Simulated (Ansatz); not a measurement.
## Phonons of HfZnSn in the AlB2 type

Question: is the lattice of HfZnSn in the AlB2 type stable, and if so, what are its coupling constant and resistivity?

Main program and level: Ansatz 0.2.0; DFT PBEsol, scalar-relativistic, plane waves, PAW; PAW set soft_1.

Most raw output is cut from this account.

The structure was built from a prototype and need not be the compound's stable phase.

## 1. Starting point

Symmetry: P-6m2, No. 187, hexagonal system. Conventional cell: a = 4.141 Å, b = 4.141 Å, c = 4.348 Å, α = 90.00°, β = 90.00°, γ = 120.00°. Hf has 6 Sn at 3.23 Å and 6 Zn at 3.23 Å nearest. Nearest to Sn lie 3 Zn at 2.39 Å and 6 Hf at 3.23 Å. Zn has 3 Sn at 2.39 Å and 6 Hf at 3.23 Å nearest. Farther neighbours are not listed.

Coordinates:

```cif
data_structure
_symmetry_space_group_name_H-M 'P 1'
_symmetry_Int_Tables_number 1
_cell_length_a 4.1410
_cell_length_b 4.1410
_cell_length_c 4.3481
_cell_angle_alpha 90.000
_cell_angle_beta 90.000
_cell_angle_gamma 120.000
_cell_volume 64.57
loop_
_atom_site_label
_atom_site_type_symbol
_atom_site_fract_x
_atom_site_fract_y
_atom_site_fract_z
_atom_site_occupancy
Hf1 Hf 0.00000 0.00000 0.00000 1
Sn2 Sn 0.33333 0.66667 0.50000 1
Zn3 Zn 0.66667 0.33333 0.50000 1
```

## 2. Relaxation

The structure is brought to rest under this functional.

input.yaml

```yaml
crystal:
  lattice:
    - [4.14105, 0.0, 0.0]
    - [-2.07052, 3.58625, 0.0]
    - [0.0, 0.0, 4.3481]
  atoms:
    - { symbol: Hf, position: [0.0, 0.0, 0.0] }
    - { symbol: Sn, position: [0.33333333, 0.66666667, 0.5] }
    - { symbol: Zn, position: [0.66666667, 0.33333333, 0.5] }
kpoints:
  mp_grid: { grid: [9, 9, 8] }
hamiltonian:
  xc: pbesol
  pseudopotentials: { kind: paw, azcp: { folder: soft_1 }, xc_functional: pbe }
scf:
  occupations: { method: gaussian, width: 0.1 }
output:
  forces: true
  stress: true
  eigenvalues: true
relax:
  adjacent_minimum: "off"
  f_tol: 0.005
  max_steps: 80
  cell: { stress_tol: 0.05 }
```

Run with:

```sh
$ ansatz run input.yaml --threads 4 --pin off --max-ram 12288MiB --backend cpu --events-out ev --progress --plain --runs-dir out
```

Elapsed: 55 s, on 4 threads of Arm Neoverse V2, shared host; peak memory 0.52 GiB; 3.5 min of CPU time.

Relaxation path:

| step | energy less that of the first step (eV) | largest force component (eV/Å) | pressure (GPa) | volume (Å³) |
| --- | --- | --- | --- | --- |
| 1 | 0.0000 | 0.0000 | -4.11 | 64.57 |
| 2 | -0.3504 | 0.0000 | -3.25 | 62.31 |
| 3 | -0.6216 | 0.0000 | -1.58 | 60.00 |
| 4 | -0.7922 | 0.0000 | -0.97 | 58.58 |
| 5 | -0.8362 | 0.0000 | 1.00 | 56.99 |
| 6 | -0.8446 | 0.0000 | -0.09 | 57.36 |
| 7 | -0.8603 | 0.0000 | -0.01 | 57.08 |
| 8 | -0.8938 | 0.0000 | 1.25 | 56.19 |
| 9 | -0.8884 | 0.0000 | 2.17 | 55.90 |
| 10 | -0.9185 | 0.0000 | -0.50 | 57.02 |
| 11 | -0.9193 | 0.0000 | -0.01 | 56.78 |
| 12* | -0.9219 | 0.0000 | 0.10 | 56.78 |
| 13 | -0.9219 | 0.0000 | -0.01 | 56.84 |
| 14* | -0.9219 | 0.0000 | -0.01 | 56.84 |

Relaxation steps marked * repeat the geometry before them on a plane-wave basis chosen anew for their cell, so energy and pressure can jump there. Relaxation step 9 was tried and not accepted.

Forces are held to the 12 operations that the run works with; a distortion that breaks them can't arise in this run.

| cell as run | before | after | change |
| --- | --- | --- | --- |
| a (Å) | 4.141 | 4.618 | +11.5 % |
| b (Å) | 4.141 | 4.618 | +11.5 % |
| c (Å) | 4.348 | 3.077 | -29.2 % |
| volume (Å³/atom) | 21.52 | 18.95 | -12.0 % |

The relaxed structure:

```
Hf Sn Zn
1.0
     4.61831    0.00000    0.00000
    -2.30915    3.99957    0.00000
     0.00000    0.00000    3.07715
Hf Sn Zn
1 1 1
Direct
  0.00000 0.00000 0.00000
  0.33333 0.66667 0.50000
  0.66667 0.33333 0.50000
```

Numbers from this step:

```
pressure          : -0.005165 GPa
volume per atom   : 18.95 Å³/atom
metallic on mesh  : yes
gap on the k-mesh : 0 eV
```

The largest force is now zero by symmetry and the largest stress component 0.0075 GPa.

## 3. Relaxation

The relaxation is repeated from the new cell as a check.

input.yaml, the sections that differ from step 2:

```yaml
crystal:
  lattice:
    - [4.6183072244, -3.2195e-06, 0.0]
    - [-2.3091508241, 3.9995729885, 0.0]
    - [0.0, 0.0, 3.0771467512]
  atoms:
    - { symbol: Hf, position: [0.0, 0.0, 0.0] }
    - { symbol: Sn, position: [0.3333333333, 0.6666666667, 0.5] }
    - { symbol: Zn, position: [0.6666666667, 0.3333333333, 0.5] }
kpoints:
  mp_grid: { grid: [9, 9, 10] }
# hamiltonian, scf, output, relax: as in step 2
```

Run time: 19 s. Hardware: 4 threads; peak memory 0.51 GiB; 73 s of CPU time.

The steps of the relaxation:

| step | energy less that of the first step (eV) | largest force component (eV/Å) | pressure (GPa) | volume (Å³) |
| --- | --- | --- | --- | --- |
| 1 | 0.0000 | 0.0000 | 0.05 | 56.84 |
| 2 | -0.0008 | 0.0000 | -0.50 | 57.10 |
| 3 | -0.0013 | 0.0000 | 0.20 | 56.73 |
| 4 | -0.0013 | 0.0000 | 0.00 | 56.84 |
| 5 | -0.0013 | 0.0000 | 0.00 | 56.84 |

The log counts 1 steps on a newly chosen plane-wave basis, not all of them marked here; energy and pressure can jump at such steps.

| conventional cell, symmetrised | before | after | change |
| --- | --- | --- | --- |
| a (Å) | 4.618 | 4.601 | -0.4 % |
| b (Å) | 4.618 | 4.601 | -0.4 % |
| c (Å) | 3.077 | 3.100 | +0.7 % |
| volume (Å³/atom) | 18.95 | 18.95 | -0.0 % |

Final coordinates:

```
Hf Sn Zn
1.0
     4.60136    0.00000    0.00000
    -2.30068    3.98490    0.00000
     0.00000    0.00000    3.09973
Hf Sn Zn
1 1 1
Cartesian
  0.0000 0.0000 0.0000
  0.0000 2.6566 1.5499
  2.3007 1.3283 1.5499
```

This step gave:

- pressure: 0.003580 GPa

The largest force is now zero by symmetry and the largest stress component 0.0057 GPa.

## 4. Relaxing tightly for phonons

No force is left; the cell is relaxed once more with another smearing and tight thresholds.

input.yaml, the sections that differ from step 3:

```yaml
crystal:
  lattice:
    - [4.601360934, -3.2076e-06, 0.0]
    - [-2.3006776891, 3.9848970647, 0.0]
    - [0.0, 0.0, 3.0997259356]
  atoms:
    - { symbol: Hf, position: [0.0, 0.0, 0.0] }
    - { symbol: Sn, position: [0.3333333333, 0.6666666667, 0.5] }
    - { symbol: Zn, position: [0.6666666667, 0.3333333333, 0.5] }
kpoints:
  mp_grid: { grid: [6, 6, 10] }
scf:
  occupations: { method: methfessel_paxton, width: 0.2 }
relax:
  adjacent_minimum: "off"
  f_tol: 0.001
  max_steps: 60
  cell: { stress_tol: 0.01 }
# hamiltonian, output: as in step 3
```

Elapsed: 11 s, on 4 threads; peak memory 0.47 GiB; 41 s of CPU time.

Relaxation path:

| step | energy less that of the first step (eV) | largest force component (eV/Å) | pressure (GPa) | volume (Å³) |
| --- | --- | --- | --- | --- |
| 1 | 0.0000 | 0.0000 | 0.05 | 56.84 |
| 2 | 0.0000 | 0.0000 | -0.13 | 56.92 |
| 3 | 0.0000 | 0.0000 | -0.03 | 56.87 |
| 4 | 0.0000 | 0.0000 | 0.00 | 56.85 |
| 5 | -0.0001 | 0.0000 | 0.00 | 56.85 |

The log counts 1 steps on a newly chosen plane-wave basis, not all of them marked here; energy and pressure can jump at such steps.

| conventional cell, symmetrised | before | after | change |
| --- | --- | --- | --- |
| a (Å) | 4.601 | 4.598 | -0.1 % |
| b (Å) | 4.601 | 4.598 | -0.1 % |
| c (Å) | 3.100 | 3.106 | +0.2 % |
| volume (Å³/atom) | 18.95 | 18.95 | +0.0 % |

The relaxed structure:

```xyz
3
Lattice="4.5975 0.0000 0.0000 -2.2988 3.9816 0.0000 0.0000 0.0000 3.1057" Properties=species:S:1:pos:R:3 pbc="T T T"
Hf    0.0000    0.0000    0.0000
Sn    0.0000    2.6544    1.5529
Zn    2.2988    1.3272    1.5529
```

This step gave:

* pressure: 0.001536 GPa

The largest force is now zero by symmetry and the largest stress component 0.0078 GPa, small enough for phonons.

## 5. Phonons by linear response: q 2×2×2, k 4×4×6

Before any scattering is computed, the phonons show whether the structure is a minimum.

input.yaml

```yaml
crystal:
  lattice:
    - [4.5975214897, -3.2049e-06, 0.0]
    - [-2.2987579693, 3.981572007, 0.0]
    - [0.0, 0.0, 3.1057263913]
  atoms:
    - { symbol: Hf, position: [0.0, 0.0, 0.0] }
    - { symbol: Sn, position: [0.3333333333, 0.6666666667, 0.5] }
    - { symbol: Zn, position: [0.6666666667, 0.3333333333, 0.5] }
kpoints:
  mp_grid: { grid: [4, 4, 6] }
hamiltonian:
  xc: pbesol
  pseudopotentials: { kind: paw, azcp: { folder: soft_1 }, xc_functional: pbe }
scf:
  occupations: { method: methfessel_paxton, width: 0.2 }
output:
  eigenvalues: true
phonons:
  method: dfpt
  qmesh: [2, 2, 2]
  temperatures: { t_max: 1000, t_step: 50 }
  qpath:
    path:
      - [[0.0, 0.0, 0.0], [0.5, 0.0, 0.0], [0.33333333, 0.33333333, 0.0], [0.0, 0.0, 0.0], [0.0, 0.0, 0.5], [0.5, 0.0, 0.5], [0.33333333, 0.33333333, 0.5], [0.0, 0.0, 0.5]]
      - [[0.5, 0.0, 0.5], [0.5, 0.0, 0.0]]
      - [[0.33333333, 0.33333333, 0.5], [0.33333333, 0.33333333, 0.0]]
    npoints: 10
```

Wall time 54 s (4 threads); peak memory 0.65 GiB; 3.4 min of CPU time.

This step gave:

```
share of imaginary modes in the plain interpolation between solved wavevectors : 0.1045
highest frequency, solved or plainly interpolated                              : 213.9 cm⁻¹
```

Solved on the 2×2×2 mesh alone; all other wavevectors are interpolated. Phonon branches along the path, in cm⁻¹:

| point | branch 1 | branch 2 | branch 3 | branch 4 | branch 5 | branch 6 | branch 7 | branch 8 | branch 9 |
| --- | --- | --- | --- | --- | --- | --- | --- | --- | --- |
| Γ | 0 | 0 | 0 | 27 | 107 | 130 | 130 | 191 | 191 |
| halfway | -29 | 38 | 47 | 66 | 102 | 108 | 114 | 190 | 204 |
| M | -34 | 48 | 70 | 70 | 83 | 94 | 126 | 182 | 213 |
| halfway | -29 | 51 | 64 | 70 | 70 | 93 | 142 | 179 | 212 |
| K | -15 | 53 | 55 | 57 | 72 | 92 | 161 | 168 | 211 |
| halfway | -32 | 42 | 52 | 69 | 100 | 101 | 117 | 190 | 205 |
| Γ | 0 | 0 | 0 | 27 | 107 | 130 | 130 | 191 | 191 |
| halfway | 31 | 57 | 57 | 82 | 123 | 123 | 127 | 192 | 192 |
| A | 34 | 100 | 100 | 100 | 100 | 108 | 150 | 193 | 193 |
| halfway | -36 | 70 | 94 | 94 | 96 | 139 | 158 | 190 | 196 |
| L | -80 | 63 | 88 | 90 | 108 | 144 | 160 | 194 | 200 |
| halfway | -75 | 30 | 76 | 100 | 124 | 145 | 160 | 178 | 210 |
| H | -66 | -45 | 68 | 105 | 140 | 145 | 159 | 167 | 214 |
| halfway | -44 | 56 | 85 | 98 | 103 | 144 | 159 | 185 | 201 |
| A | 34 | 100 | 100 | 100 | 100 | 108 | 150 | 193 | 193 |
| jump to L | -80 | 63 | 88 | 90 | 108 | 144 | 160 | 194 | 200 |
| halfway | -56 | 51 | 58 | 90 | 104 | 127 | 140 | 187 | 207 |
| M | -34 | 48 | 70 | 70 | 83 | 94 | 126 | 182 | 213 |
| jump to H | -66 | -45 | 68 | 105 | 140 | 145 | 159 | 167 | 214 |
| halfway | -53 | -37 | 61 | 83 | 121 | 130 | 155 | 168 | 212 |
| K | -15 | 53 | 55 | 57 | 72 | 92 | 161 | 168 | 211 |

Lowest modes at the softest wavevector of the mesh. The modes at q = (0.500, 0.500, 0.500) (shares of kinetic energy by element, %) (negative means imaginary):

| mode | frequency (cm⁻¹) | Hf % | Sn % | Zn % |
| --- | --- | --- | --- | --- |
| 1 | -80.0 | 55 | 9 | 36 |
| 2 | 63.4 | 19 | 21 | 60 |
| 3 | 87.8 | 0 | 62 | 38 |
| 4 | 90.5 | 100 | 0 | 0 |
| 5 | 108.5 | 41 | 53 | 6 |
| 6 | 143.5 | 41 | 11 | 48 |

Displacements in mode 1 (-80.0 cm⁻¹), the largest set to 1, in the home cell:
```
Hf1  0.65 -0.38  0.00
Sn2  0.00  0.00 -0.38
Zn3  0.00  0.00  1.00
```

Displacements in mode 2 (63.4 cm⁻¹), the largest set to 1, in the home cell:
```
Hf1  0.29 -0.17  0.00
Sn2  0.00  0.00 -0.44
Zn3  0.00  0.00 -1.00
```

Among the solved wavevectors the lowest mode, translations apart, is -80 cm⁻¹, imaginary.

## 6. Phonons by linear response: q 3×3×2, k 6×6×8

An imaginary mode on so few k-points may come from the sampling, so the phonons are repeated with another q and k mesh.

Edit input.yaml of step 5 so:

```diff
@@ -10,3 +10,3 @@
 kpoints:
-  mp_grid: { grid: [4, 4, 6] }
+  mp_grid: { grid: [6, 6, 8] }
 hamiltonian:
@@ -20,3 +20,3 @@
   method: dfpt
-  qmesh: [2, 2, 2]
+  qmesh: [3, 3, 2]
   temperatures: { t_max: 1000, t_step: 50 }
```

The job ended after 4.2 min (4 threads; peak memory 1.2 GiB; 16 min of CPU time).

Numbers from this step:

```yaml
share_of_imaginary_modes_in_the_plain_interpolation_between_solved_wavevectors: 0.0835
highest_frequency_solved_or_plainly_interpolated: 215.3 cm⁻¹
```

Solved on the 3×3×2 mesh alone; all other wavevectors are interpolated. The phonon branches at the labelled points (cm⁻¹):

| point | branch 1 | branch 2 | branch 3 | branch 4 | branch 5 | branch 6 | branch 7 | branch 8 | branch 9 |
| --- | --- | --- | --- | --- | --- | --- | --- | --- | --- |
| Γ | 0 | 0 | 0 | 36 | 105 | 122 | 122 | 193 | 193 |
| halfway | -34 | 37 | 42 | 51 | 100 | 103 | 111 | 191 | 202 |
| M | -45 | 32 | 50 | 72 | 78 | 96 | 128 | 176 | 210 |
| halfway | -64 | 50 | 52 | 66 | 72 | 94 | 142 | 176 | 208 |
| K | -73 | 48 | 53 | 63 | 73 | 93 | 159 | 170 | 206 |
| halfway | -46 | 46 | 48 | 54 | 89 | 102 | 116 | 190 | 203 |
| Γ | 0 | 0 | 0 | 36 | 105 | 122 | 122 | 193 | 193 |
| halfway | 41 | 59 | 59 | 99 | 119 | 119 | 134 | 195 | 195 |
| A | 46 | 96 | 96 | 105 | 105 | 139 | 159 | 197 | 197 |
| halfway | 38 | 82 | 95 | 96 | 102 | 149 | 163 | 192 | 200 |
| L | -50 | 79 | 87 | 88 | 113 | 144 | 166 | 192 | 202 |
| halfway | -54 | 53 | 75 | 98 | 126 | 146 | 167 | 180 | 211 |
| H | -59 | 26 | 68 | 101 | 140 | 146 | 168 | 171 | 215 |
| halfway | 29 | 73 | 89 | 98 | 107 | 152 | 164 | 186 | 204 |
| A | 46 | 96 | 96 | 105 | 105 | 139 | 159 | 197 | 197 |
| jump to L | -50 | 79 | 87 | 88 | 113 | 144 | 166 | 192 | 202 |
| halfway | -45 | 46 | 64 | 86 | 107 | 128 | 141 | 184 | 207 |
| M | -45 | 32 | 50 | 72 | 78 | 96 | 128 | 176 | 210 |
| jump to H | -59 | 26 | 68 | 101 | 140 | 146 | 168 | 171 | 215 |
| halfway | -64 | 18 | 57 | 74 | 120 | 136 | 154 | 171 | 210 |
| K | -73 | 48 | 53 | 63 | 73 | 93 | 159 | 170 | 206 |

Lowest modes at the softest wavevector of the mesh. The modes at q = (0.333, 0.333, 0.000) (shares of kinetic energy by element, %) (negative means imaginary):

| mode | frequency (cm⁻¹) | Hf % | Sn % | Zn % |
| --- | --- | --- | --- | --- |
| 1 | -73.1 | 84 | 16 | 0 |
| 2 | 48.2 | 0 | 58 | 42 |
| 3 | 53.2 | 0 | 0 | 100 |
| 4 | 63.2 | 95 | 0 | 5 |
| 5 | 72.8 | 0 | 100 | 0 |
| 6 | 92.7 | 100 | 0 | 0 |

Displacements in mode 1 (-73.1 cm⁻¹), the largest set to 1, in the home cell (x, y, z of the real part, then of the imaginary part):
```
Hf1  0.71  0.71  0.00  0.71 -0.71  0.00
Sn2 -0.37  0.37  0.00 -0.37 -0.37  0.00
Zn3  0.00  0.00  0.00  0.00  0.00  0.00
```

Displacements in mode 4 (63.2 cm⁻¹), the largest set to 1, in the home cell (x, y, z of the real part, then of the imaginary part):
```
Hf1 -1.00  0.00  0.00  0.00 -1.00  0.00
Sn2  0.00  0.00  0.00  0.00  0.00  0.00
Zn3 -0.18 -0.32  0.00 -0.32  0.18  0.00
```

The modes has structure finer than the step of the table below, so its rows give means over 10 cm⁻¹, whole bins alone (the curve runs from -83.1 to 232 cm⁻¹). Peaks (cm⁻¹: height): Hf -43.5: 0.0134, 31.7: 0.0188, 97.0: 0.0391, 146.5: 0.0189; Sn 71.3: 0.0204, 105.0: 0.0272, 148.5: 0.0230, 190.1: 0.0210, 205.9: 0.0352; Zn -43.5: 0.00732, 51.5: 0.0299, 190.1: 0.0335, 205.9: 0.0478.

Phonopy on the run's constants, 15x15x19 mesh, Gaussian sigma 2.2 cm⁻¹. The modes by wavenumber; means over each step; values in 1/cm⁻¹/cell:

| wavenumber (cm⁻¹) | Hf | Sn | Zn |
| --- | --- | --- | --- |
| -70 | 0.00289 | 5.4e-4 | 2.2e-4 |
| -60 | 0.00819 | 0.00137 | 0.00322 |
| -50 | 0.0120 | 0.00245 | 0.00656 |
| -40 | 0.00947 | 0.00245 | 0.00465 |
| -30 | 0.00574 | 0.00169 | 0.00330 |
| -20 | 0.00336 | 0.00104 | 0.00231 |
| -10 | 0.00176 | 7.0e-4 | 7.0e-4 |
| 0 | 4.0e-4 | 1.6e-4 | 1.8e-4 |
| 10 | 0.00258 | 0.00105 | 0.00116 |
| 20 | 0.00805 | 0.00324 | 0.00321 |
| 30 | 0.0159 | 0.00643 | 0.00470 |
| 40 | 0.0141 | 0.00638 | 0.0128 |
| 50 | 0.0126 | 0.00939 | 0.0258 |
| 60 | 0.0130 | 0.0121 | 0.0183 |
| 70 | 0.0153 | 0.0181 | 0.0155 |
| 80 | 0.0172 | 0.0182 | 0.0143 |
| 90 | 0.0241 | 0.0131 | 0.0109 |
| 100 | 0.0373 | 0.0187 | 0.0114 |
| 110 | 0.0265 | 0.0233 | 0.0116 |
| 120 | 0.0149 | 0.0159 | 0.00765 |
| 130 | 0.0111 | 0.0146 | 0.00648 |
| 140 | 0.0143 | 0.0167 | 0.00870 |
| 150 | 0.0136 | 0.0191 | 0.00689 |
| 160 | 0.00507 | 0.0166 | 0.00101 |
| 170 | 0.00180 | 0.00555 | 0.00598 |
| 180 | 0.00203 | 0.0107 | 0.0249 |
| 190 | 0.00281 | 0.0188 | 0.0304 |
| 200 | 0.00152 | 0.0211 | 0.0298 |
| 210 | 0.00240 | 0.0202 | 0.0268 |
| 220 | 1.0e-4 | 5.0e-4 | 5.9e-4 |

No LO-TO term; unit eigenvectors of the mass-weighted matrix. The modes at Γ (shares of kinetic energy by element, %):

| mode | frequency (cm⁻¹) | symmetry | Hf % | Sn % | Zn % |
| --- | --- | --- | --- | --- | --- |
| 1 | 0.0 | unnamed | 49 | 33 | 18 |
| 2 | 0.0 | unnamed | 49 | 33 | 18 |
| 3 | 0.0 | unnamed | 49 | 33 | 18 |
| 4 | 35.8 | A2'' | 1 | 26 | 73 |
| 5 | 105.3 | A2'' | 50 | 41 | 9 |
| 6 | 122.5 | E' | 50 | 26 | 23 |
| 7 | 122.5 | E' | 50 | 26 | 23 |
| 8 | 193.2 | E' | 0 | 41 | 59 |
| 9 | 193.2 | E' | 0 | 41 | 59 |

Displacements in mode 4 (35.8 cm⁻¹), the largest set to 1:
```
Hf1  0.00  0.00 -0.07
Sn2  0.00  0.00 -0.44
Zn3  0.00  0.00  1.00
```

Displacements in mode 7 (122.5 cm⁻¹), the largest set to 1:
```
Hf1  0.89 -0.53  0.00
Sn2 -0.79  0.47  0.00
Zn3 -1.00  0.60  0.00
```

Among the solved wavevectors the lowest mode, translations apart, is -73.1 cm⁻¹, imaginary.

## 7. Electron–phonon run: q 3×3×2, k 6×6×8, scattering 8×8×12

Phonons, couplings and the Boltzmann equation in one run.

Edit input.yaml of step 6 so:

```diff
@@ -28 +28,4 @@
     npoints: 10
+  electrical_resistivity:
+    mesh: [8, 8, 12]
+    temperatures: [20.0, 50.0, 77.0, 100.0, 150.0, 200.0, 300.0, 400.0, 600.0, 800.0]
```

It took 5.4 min on 4 threads; peak memory 1.2 GiB.

The run ended with an error.

The program's message: “electrical resistivity: the mode of lowest frequency at the wavevector [0.2500, 0.3750, 0.0000] is imaginary, -70.84 cm⁻¹ (written negative): the force constants describe an unstable lattice; relax th …”

The run stops because a mode is imaginary on the scattering mesh, where no scattering rate is defined; denser k meshes, other smearings and, between solved wavevectors, finer q meshes show whether the instability is real.

## 8. Summary of results

```
phonon run of the rows without a label of their own : PBEsol, q 3×3×2, k 6×6×8
softest mode on the q mesh                          : -73.1 cm⁻¹ at q = (0.333, 0.333, 0)
highest frequency, solved or plainly interpolated   : 215 cm⁻¹
```

The lattice is dynamically unstable at this level: a mode at q = (0.333, 0.333, 0) is imaginary, 73.1i cm⁻¹, so no harmonic coupling constant or resistivity is defined for this structure. These meshes are coarse, and single modes of a metal can move by tens of cm⁻¹ with the k mesh. The coarser mesh found an imaginary mode at another wavevector, which this mesh lacks. Spin–orbit coupling, left out here, matters for Hf. The phonon runs are not spin-polarised. The PAW files were made for PBE; under other functionals the run regenerates their frozen core. The structure was built by hand as an ordered model, and its stability against other phases was not tested.

[Logs are printed without paths, hosts, clocks, repeated set-up lines and the standing remarks that a program may print on its own settings, such as how far it seeks lower states.]

[Hosts, paths, dates, database ids (printed as entryN), source tags and the programs' standing remarks are cut or masked in the printed files.]
